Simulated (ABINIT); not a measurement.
# CaAlSiH (P3m1): making up for missing bands, part 2 of 2

Can a closure trick stand in for empty bands in GW on CaAlSiH (P3m1)?

ABINIT 10.8.3; LDA and many-body steps on it, plane waves. Known limits of the many-body steps: short of the basis limit; coarse k mesh.

So far. Step 3 (Screening, 3×3×4 mesh, 61 bands, screening to 122.5 eV): Local fields lower ε∞ by 11 %. On a Γ-centred mesh this coarse the value itself is usually too large, while a short band sum pulls it down. Step 4 (61 bands): The gap on the mesh goes from 0.53 eV to 1.19 eV, a correction of +0.65 eV.

### 6. 17 bands

This step: G0W0 on LDA, plane waves, norm-conserving pseudopotentials.

Contents of run.abi:

```
acell 3*1.0 Angstrom
rprim 
  4.143280229474 0.000000000031 0.000000000000
  -2.071640114764 3.588185933707 0.000000000000
  0.000000000000 0.000000000000 4.698226000000
ntypat 4
znucl 20 13 14 1
natom 4
typat 1 2 3 4
xred 
  0.000000000000 0.000000000000 0.999921000000
  0.666666666667 0.333333333333 0.457112000000
  0.333333333333 0.666666666667 0.565892000000
  0.666666666667 0.333333333333 0.083775000000
pp_dirpath "pseudos"
pseudos "Ca.upf, Al.upf, Si.upf, H.upf"
ecut 31
ngkpt 3 3 4
nshiftk 1
shiftk 0 0 0
kptopt 1
chksymbreak 0
istwfk *1
occopt 1
irdwfk 1
optdriver 4
nband 17
gwcalctyp 0
ecutsigx 31
symsigma 1
nkptgw 3
kptgw 
  0.0000000000 0.0000000000 0.5000000000
  -0.3333333333 0.0000000000 0.2500000000
  0.0000000000 0.0000000000 0.0000000000
bdgw 
  7 11
  8 11
  8 12
ecuteps 4.5
irdscr 1
ppmodel 1
indata_prefix "in"
outdata_prefix "out"
tmpdata_prefix "tmp"
```

Run with:

```
> OMP_NUM_THREADS=1 mpirun -n 4 abinit run.abi > log
```

The log of the run:

```text
.Version 10.8.3 of ABINIT. v10.8.2 released Aug 2026.

 Symmetries : space group P3 m 1 (#156); Bravais hP (primitive hexag.)
[... echo of the input left out ...]
== DATASET  1 ==================================================================
-   mpi_nproc: 4, omp_nthreads: 1 (-1 if OMP is not activated)

--- !DatasetInfo
iteration_state: {dtset: 1, }
dimensions: {natom: 4, nkpt: 10, mband: 17, nsppol: 1, nspinor: 1, nspden: 1, mpw: 3898, }
cutoff_energies: {ecut:  31.0, pawecutdg:  -1.0, }
electrons: {nelect:   1.80000000E+01, charge:   0.00000000E+00, occopt:   1.00000000E+00, tsmear:   1.00000000E-02, }

 SIGMA: Calculation of the GW corrections

 Based on a program developped by R.W. Godby, V. Olevano, G. Onida, and L. Reining.
 Incorporated in ABINIT by V. Olevano, G.-M. Rignanese, and M. Torrent.
.Using double precision arithmetic ; gwpc =  8

[... cell and pseudopotentials left out ...]
--------------------------------------------------------------------------------

 ==== K-mesh for the wavefunctions ====
 Number of points in the irreducible wedge :    10
[... list of points left out ...]
 Together with  6 symmetry operations and time-reversal symmetry
 yields    36 points in the full Brillouin Zone.

 ==== Q-mesh for screening function ====
 Number of points in the irreducible wedge :    10
[... list of points left out ...]
 Together with  6 symmetry operations and time-reversal symmetry
 yields    36 points in the full Brillouin Zone.

 vcoul_init : cutoff-mode = AUXILIARY_FUNCTION
 q-points for optical limit:   1
     1)      0.000010    0.000020    0.000030
 setmesh: FFT mesh size selected  =    36x   36x   45
          total number of points  =        58320

 Number of electrons calculated from density =   18.0000; Expected =   18.0000
[...]
number of plane-waves for wavefunctions          3851
 number of bands                                    17
 number of q-points in IBZ                          10
 number of frequencies                               2
 number of real frequencies                          1
 number of imag frequencies                          1

 matrix elements of self-energy operator (all in [eV])

 Perturbative Calculation

--- !SelfEnergy_ee
iteration_state: {dtset: 1, }
kpoint     : [   0.000,    0.000,    0.500, ]
spin       : 1
KS_gap     :    1.298
QP_gap     :    2.329
Delta_QP_KS:    1.031
data: !SigmaeeData |
     Band     E0 <VxcDFT>   SigX SigC(E0)      Z dSigC/dE  Sig(E)    E-E0       E
        7   5.069 -10.547 -12.063   2.694   0.784  -0.275  -9.623   0.924   5.993
        8   5.069 -10.547 -12.063   2.694   0.784  -0.275  -9.623   0.924   5.993
        9   5.567 -10.621 -11.701   2.281   0.789  -0.268  -9.674   0.947   6.514
[...]
--- !SelfEnergy_ee
iteration_state: {dtset: 1, }
kpoint     : [  -0.333,    0.000,    0.250, ]
spin       : 1
KS_gap     :    1.628
QP_gap     :    2.455
Delta_QP_KS:    0.827
data: !SigmaeeData |
     Band     E0 <VxcDFT>   SigX SigC(E0)      Z dSigC/dE  Sig(E)    E-E0       E
[...]
--- !SelfEnergy_ee
iteration_state: {dtset: 1, }
kpoint     : [   0.000,    0.000,    0.000, ]
spin       : 1
KS_gap     :    2.366
QP_gap     :    3.326
Delta_QP_KS:    0.960
data: !SigmaeeData |
     Band     E0 <VxcDFT>   SigX SigC(E0)      Z dSigC/dE  Sig(E)    E-E0       E
[...]
11   8.078 -10.036  -5.351  -2.191   0.792  -0.262  -8.060   1.976  10.054
       12   8.078 -10.036  -5.351  -2.191   0.792  -0.262  -8.060   1.976  10.054

== END DATASET(S) ==============================================================
================================================================================

 -outvars: echo values of variables after computation  --------
           etotal      0.0000000000E+00
            nband          17
             nkpt          10
          spgroup         156
 [... the other variables as echoed above ...]

 Calculation completed.
```

It took 9.8 s on 4 MPI ranks of Arm Neoverse N1, shared host; peak memory 0.56 GiB; 39 s of CPU time.

Read from the output:

```
G0W0 gap on the mesh                         : 1.313 eV
starting gap on the mesh                     : 0.5333 eV
k of the valence top                         : 0, 0, 0.5
k of the conduction bottom                   : -0.3333, 0, 0.25
Z at the valence top                         : 0.789
Z at the conduction bottom                   : 0.796
least direct G0W0 gap on the computed points : 2.329 eV
```

Against G0W0 in ABINIT (3×3×4 mesh, 61 bands, screening to 122.5 eV, Godby-Needs plasmon pole), the gap moves by +0.125 eV.

### 7. Screening, 3×3×4 mesh, 17 bands, screening to 122.5 eV

This step: RPA screening on LDA, plane waves, norm-conserving pseudopotentials.

run.abi, as its differences from that of step 6:

```diff
@@ -25,19 +25,10 @@
 irdwfk 1
-optdriver 4
+optdriver 3
 nband 17
-gwcalctyp 0
-ecutsigx 31
-symsigma 1
-nkptgw 3
-kptgw 
-  0.0000000000 0.0000000000 0.5000000000
-  -0.3333333333 0.0000000000 0.2500000000
-  0.0000000000 0.0000000000 0.0000000000
-bdgw 
-  7 11
-  8 11
-  8 12
 ecuteps 4.5
-irdscr 1
-ppmodel 1
+inclvkb 2
+awtr 1
+symchi 1
+gwcomp 1
+gwencomp 1.5
 indata_prefix "in"
```

The log of the run:

```text
.Version 10.8.3 of ABINIT. v10.8.2 released Aug 2026.

 Symmetries : space group P3 m 1 (#156); Bravais hP (primitive hexag.)
[... echo of the input left out ...]
== DATASET  1 ==================================================================
-   mpi_nproc: 4, omp_nthreads: 1 (-1 if OMP is not activated)

--- !DatasetInfo
iteration_state: {dtset: 1, }
dimensions: {natom: 4, nkpt: 10, mband: 17, nsppol: 1, nspinor: 1, nspden: 1, mpw: 3898, }
cutoff_energies: {ecut:  31.0, pawecutdg:  -1.0, }
[...]
--------------------------------------------------------------------------------
[... chi0 elements left out ...]
 For q-point:  0.000010 0.000020 0.000030
  dielectric constant =  21.8600
  dielectric constant without local fields =  24.6906

  Average fulfillment of the sum rule on Im[epsilon] for q-point    1 :    139.23  [%]
[... wings left out ...]
  q-point number  2        q = ( 0.333333, 0.000000, 0.000000) [r.l.u.]
--------------------------------------------------------------------------------
[... chi0 elements left out ...]
  Average fulfillment of the sum rule on Im[epsilon] for q-point    2 :    148.13  [%]

 [... 8 further q-points ...]
```

Wall time 16 s (4 MPI ranks); peak memory 0.5 GiB; 65 s of CPU time.

Numbers from this step:

```yaml
eps_infinity_with_local_fields_on_this_mesh: 21.86
eps_infinity_without_local_fields_on_this_mesh: 24.69
plasma_frequency: 18.85 eV
plane_waves_in_the_screening_matrix: 225
```

### 8. 17 bands, completed

This step: G0W0 on LDA, plane waves, norm-conserving pseudopotentials.

run.abi, as its differences from that of step 7:

```diff
@@ -25,8 +25,19 @@
 irdwfk 1
-optdriver 3
+optdriver 4
 nband 17
+gwcalctyp 0
+ecutsigx 31
+symsigma 1
+nkptgw 3
+kptgw 
+  0.0000000000 0.0000000000 0.5000000000
+  -0.3333333333 0.0000000000 0.2500000000
+  0.0000000000 0.0000000000 0.0000000000
+bdgw 
+  7 11
+  8 11
+  8 12
 ecuteps 4.5
-inclvkb 2
-awtr 1
-symchi 1
+irdscr 1
+ppmodel 1
 gwcomp 1
```

The log of the run:

```text
.Version 10.8.3 of ABINIT. v10.8.2 released Aug 2026.

 Symmetries : space group P3 m 1 (#156); Bravais hP (primitive hexag.)
[... echo of the input left out ...]
== DATASET  1 ==================================================================
-   mpi_nproc: 4, omp_nthreads: 1 (-1 if OMP is not activated)

--- !DatasetInfo
iteration_state: {dtset: 1, }
dimensions: {natom: 4, nkpt: 10, mband: 17, nsppol: 1, nspinor: 1, nspden: 1, mpw: 3898, }
cutoff_energies: {ecut:  31.0, pawecutdg:  -1.0, }
[...]
Band     E0 <VxcDFT>   SigX SigC(E0)      Z dSigC/dE  Sig(E)    E-E0       E
[...]
11   8.078 -10.036  -5.351  -3.488   0.809  -0.235  -9.067   0.970   9.047
       12   8.078 -10.036  -5.351  -3.488   0.809  -0.235  -9.067   0.970   9.047

== END DATASET(S) ==============================================================
================================================================================

 -outvars: echo values of variables after computation  --------
           etotal      0.0000000000E+00
            nband          17
             nkpt          10
          spgroup         156
 [... the other variables as echoed above ...]

 Calculation completed.
```

Elapsed: 10 s, on 4 MPI ranks; peak memory 0.56 GiB; 41 s of CPU time.

This step gave:

- G0W0 gap on the mesh: 1.323 eV
- starting gap on the mesh: 0.5333 eV
- k of the valence top: 0, 0, 0.5
- k of the conduction bottom: -0.3333, 0, 0.25
- least direct G0W0 gap on the computed points: 2.249 eV

Against G0W0 in ABINIT (3×3×4 mesh, 61 bands, screening to 122.5 eV, Godby-Needs plasmon pole), the gap moves by +0.135 eV.

### 9. Screening, 3×3×4 mesh, 27 bands, screening to 122.5 eV

This step: RPA screening on LDA, plane waves, norm-conserving pseudopotentials.

run.abi, as its differences from that of step 8:

```diff
@@ -25,21 +25,8 @@
 irdwfk 1
-optdriver 4
-nband 17
-gwcalctyp 0
-ecutsigx 31
-symsigma 1
-nkptgw 3
-kptgw 
-  0.0000000000 0.0000000000 0.5000000000
-  -0.3333333333 0.0000000000 0.2500000000
-  0.0000000000 0.0000000000 0.0000000000
-bdgw 
-  7 11
-  8 11
-  8 12
+optdriver 3
+nband 27
 ecuteps 4.5
-irdscr 1
-ppmodel 1
-gwcomp 1
-gwencomp 1.5
+inclvkb 2
+awtr 1
+symchi 1
 indata_prefix "in"
```

The log of the run:

```text
.Version 10.8.3 of ABINIT. v10.8.2 released Aug 2026.

 Symmetries : space group P3 m 1 (#156); Bravais hP (primitive hexag.)
[... echo of the input left out ...]
== DATASET  1 ==================================================================
-   mpi_nproc: 4, omp_nthreads: 1 (-1 if OMP is not activated)

--- !DatasetInfo
iteration_state: {dtset: 1, }
dimensions: {natom: 4, nkpt: 10, mband: 27, nsppol: 1, nspinor: 1, nspden: 1, mpw: 3898, }
cutoff_energies: {ecut:  31.0, pawecutdg:  -1.0, }
[...]
--------------------------------------------------------------------------------
[... chi0 elements left out ...]
 For q-point:  0.000010 0.000020 0.000030
  dielectric constant =  21.9043
  dielectric constant without local fields =  24.9192

  Average fulfillment of the sum rule on Im[epsilon] for q-point    1 :     38.11  [%]
[... wings left out ...]
  q-point number  2        q = ( 0.333333, 0.000000, 0.000000) [r.l.u.]
--------------------------------------------------------------------------------
[... chi0 elements left out ...]
  Average fulfillment of the sum rule on Im[epsilon] for q-point    2 :     57.27  [%]

 [... 8 further q-points ...]
```

It took 12 s on 4 MPI ranks; peak memory 0.53 GiB; 48 s of CPU time.

Numbers from this step:

| Property | Result |
| --- | --- |
| ε∞ with local fields, on this mesh | 21.90 |
| ε∞ without local fields, on this mesh | 24.92 |
| plasma frequency | 18.85 eV |
| plane waves in the screening matrix | 225 |

### 10. 27 bands

This step: G0W0 on LDA, plane waves, norm-conserving pseudopotentials.

run.abi, as its differences from that of step 9:

```diff
@@ -25,8 +25,19 @@
 irdwfk 1
-optdriver 3
+optdriver 4
 nband 27
+gwcalctyp 0
+ecutsigx 31
+symsigma 1
+nkptgw 3
+kptgw 
+  0.0000000000 0.0000000000 0.5000000000
+  -0.3333333333 0.0000000000 0.2500000000
+  0.0000000000 0.0000000000 0.0000000000
+bdgw 
+  7 11
+  8 11
+  8 12
 ecuteps 4.5
-inclvkb 2
-awtr 1
-symchi 1
+irdscr 1
+ppmodel 1
 indata_prefix "in"
```

The log of the run:

```text
.Version 10.8.3 of ABINIT. v10.8.2 released Aug 2026.

 Symmetries : space group P3 m 1 (#156); Bravais hP (primitive hexag.)
[... echo of the input left out ...]
== DATASET  1 ==================================================================
-   mpi_nproc: 4, omp_nthreads: 1 (-1 if OMP is not activated)

--- !DatasetInfo
iteration_state: {dtset: 1, }
dimensions: {natom: 4, nkpt: 10, mband: 27, nsppol: 1, nspinor: 1, nspden: 1, mpw: 3898, }
cutoff_energies: {ecut:  31.0, pawecutdg:  -1.0, }
[...]
Band     E0 <VxcDFT>   SigX SigC(E0)      Z dSigC/dE  Sig(E)    E-E0       E
[...]
11   8.078 -10.036  -5.351  -3.183   0.776  -0.289  -8.871   1.165   9.243
       12   8.078 -10.036  -5.351  -3.183   0.776  -0.289  -8.871   1.165   9.243

== END DATASET(S) ==============================================================
================================================================================

 -outvars: echo values of variables after computation  --------
           etotal      0.0000000000E+00
            nband          27
             nkpt          10
          spgroup         156
 [... the other variables as echoed above ...]

 Calculation completed.
```

Elapsed: 11 s, on 4 MPI ranks; peak memory 0.57 GiB; 46 s of CPU time.

Read from the output:

- G0W0 gap on the mesh: 1.136 eV
- starting gap on the mesh: 0.5333 eV
- k of the valence top: 0, 0, 0.5
- k of the conduction bottom: -0.3333, 0, 0.25
- least direct G0W0 gap on the computed points: 2.242 eV

Against G0W0 in ABINIT (3×3×4 mesh, 61 bands, screening to 122.5 eV, Godby-Needs plasmon pole), the gap moves by −0.052 eV.

### 11. Screening, 3×3×4 mesh, 27 bands, screening to 122.5 eV

This step: RPA screening on LDA, plane waves, norm-conserving pseudopotentials.

run.abi, as its differences from that of step 10:

```diff
@@ -25,19 +25,10 @@
 irdwfk 1
-optdriver 4
+optdriver 3
 nband 27
-gwcalctyp 0
-ecutsigx 31
-symsigma 1
-nkptgw 3
-kptgw 
-  0.0000000000 0.0000000000 0.5000000000
-  -0.3333333333 0.0000000000 0.2500000000
-  0.0000000000 0.0000000000 0.0000000000
-bdgw 
-  7 11
-  8 11
-  8 12
 ecuteps 4.5
-irdscr 1
-ppmodel 1
+inclvkb 2
+awtr 1
+symchi 1
+gwcomp 1
+gwencomp 1.5
 indata_prefix "in"
```

The log of the run:

```text
.Version 10.8.3 of ABINIT. v10.8.2 released Aug 2026.

 Symmetries : space group P3 m 1 (#156); Bravais hP (primitive hexag.)
[... echo of the input left out ...]
== DATASET  1 ==================================================================
-   mpi_nproc: 4, omp_nthreads: 1 (-1 if OMP is not activated)

--- !DatasetInfo
iteration_state: {dtset: 1, }
dimensions: {natom: 4, nkpt: 10, mband: 27, nsppol: 1, nspinor: 1, nspden: 1, mpw: 3898, }
cutoff_energies: {ecut:  31.0, pawecutdg:  -1.0, }
[...]
--------------------------------------------------------------------------------
[... chi0 elements left out ...]
 For q-point:  0.000010 0.000020 0.000030
  dielectric constant =  22.0434
  dielectric constant without local fields =  24.9192

  Average fulfillment of the sum rule on Im[epsilon] for q-point    1 :    117.05  [%]
[... wings left out ...]
  q-point number  2        q = ( 0.333333, 0.000000, 0.000000) [r.l.u.]
--------------------------------------------------------------------------------
[... chi0 elements left out ...]
  Average fulfillment of the sum rule on Im[epsilon] for q-point    2 :    107.55  [%]

 [... 8 further q-points ...]
```

Elapsed: 21 s, on 4 MPI ranks; peak memory 0.53 GiB.

Numbers from this step:

```yaml
eps_infinity_with_local_fields_on_this_mesh: 22.04
eps_infinity_without_local_fields_on_this_mesh: 24.92
plasma_frequency: 18.85 eV
plane_waves_in_the_screening_matrix: 225
```

### 12. 27 bands, completed

This step: G0W0 on LDA, plane waves, norm-conserving pseudopotentials.

run.abi, as its differences from that of step 11:

```diff
@@ -25,8 +25,19 @@
 irdwfk 1
-optdriver 3
+optdriver 4
 nband 27
+gwcalctyp 0
+ecutsigx 31
+symsigma 1
+nkptgw 3
+kptgw 
+  0.0000000000 0.0000000000 0.5000000000
+  -0.3333333333 0.0000000000 0.2500000000
+  0.0000000000 0.0000000000 0.0000000000
+bdgw 
+  7 11
+  8 11
+  8 12
 ecuteps 4.5
-inclvkb 2
-awtr 1
-symchi 1
+irdscr 1
+ppmodel 1
 gwcomp 1
```

The log of the run:

```text
.Version 10.8.3 of ABINIT. v10.8.2 released Aug 2026.

 Symmetries : space group P3 m 1 (#156); Bravais hP (primitive hexag.)
[... echo of the input left out ...]
== DATASET  1 ==================================================================
-   mpi_nproc: 4, omp_nthreads: 1 (-1 if OMP is not activated)

--- !DatasetInfo
iteration_state: {dtset: 1, }
dimensions: {natom: 4, nkpt: 10, mband: 27, nsppol: 1, nspinor: 1, nspden: 1, mpw: 3898, }
cutoff_energies: {ecut:  31.0, pawecutdg:  -1.0, }
[...]
Band     E0 <VxcDFT>   SigX SigC(E0)      Z dSigC/dE  Sig(E)    E-E0       E
[...]
11   8.078 -10.036  -5.351  -4.088   0.777  -0.288  -9.573   0.464   8.541
       12   8.078 -10.036  -5.351  -4.088   0.777  -0.288  -9.573   0.464   8.541

== END DATASET(S) ==============================================================
================================================================================

 -outvars: echo values of variables after computation  --------
           etotal      0.0000000000E+00
            nband          27
             nkpt          10
          spgroup         156
 [... the other variables as echoed above ...]

 Calculation completed.
```

It took 12 s on 4 MPI ranks; peak memory 0.57 GiB.

This step gave:

| Property | Result |
| --- | --- |
| G0W0 gap on the mesh | 1.208 eV |
| starting gap on the mesh | 0.5333 eV |
| k of the valence top | 0, 0, 0.5 |
| k of the conduction bottom | -0.3333, 0, 0.25 |
| least direct G0W0 gap on the computed points | 2.204 eV |

Against G0W0 in ABINIT (3×3×4 mesh, 61 bands, screening to 122.5 eV, Godby-Needs plasmon pole), the gap moves by +0.020 eV.

### 13. The runs together

Times are wall times on 4 MPI ranks of Arm Neoverse N1, shared host, good to a factor of about two. A run's time includes the screening step that it read.

```csv
run,mesh,bands,screening cutoff (eV),DFT gap (eV),gap on the mesh (eV),direct (eV),ε∞ used,time
61 bands,3×3×4,61,122.5,0.533,1.188,2.235,22.08,42 s
17 bands,3×3×4,17,122.5,0.533,1.313,2.329,21.58,18 s
"17 bands, completed",3×3×4,17,122.5,0.533,1.323,2.249,21.86,27 s
27 bands,3×3×4,27,122.5,0.533,1.136,2.242,21.90,24 s
"27 bands, completed",3×3×4,27,122.5,0.533,1.208,2.204,22.04,33 s
```

### 14. Outcome

* 61 bands: 1.188 eV
* 17 bands: 1.313 eV
* 17 bands, completed: 1.323 eV
* 27 bands: 1.136 eV
* 27 bands, completed: 1.208 eV

17 bands: +0.125 eV against 61 bands. 17 bands, completed: +0.135 eV against 61 bands. 27 bands: −0.052 eV against 61 bands. 27 bands, completed: +0.020 eV against 61 bands. The row with most bands is itself short of the limit, so it is no exact reference, and agreement of a truncated run with it can be a cancellation between the edges. The 3×3×4 mesh is coarse for this cell, which bears on the long-range parts of exchange and screening.

[Long decimals in the printed logs are rounded to 6 places.]

[Logs are printed without paths, hosts, clocks, repeated set-up lines and the standing remarks that a program may print on its own settings, such as how far it seeks lower states.]

[Paths, hosts, dates, memory and timing lines, banners, echoed tables and standing remarks are left out of the program output; an Ansatz launch command may be rebuilt from the run's recorded settings. Measured values are a selection of at most five: reports struck by readers or far from the other reports are left out. None is set beside runs whose start may be inverted or whose files or cutoffs have a known fault.]

[Runs of the session that timed out or met a known fault of the program may be left out.]

[Hosts, paths, dates, database ids (printed as entryN), source tags and the programs' standing remarks are cut or masked in the printed files.]

[G0W0 gaps are taken among the corrected bands and points alone; a level outside them can change the order at an edge.]

[Where Ansatz stands beside ABINIT at settings called matched, ABINIT's density can come from a denser mesh and the files from another edition; pairs whose starting gaps differed by over 0.03 eV were left out, so agreement reads better than it is.]
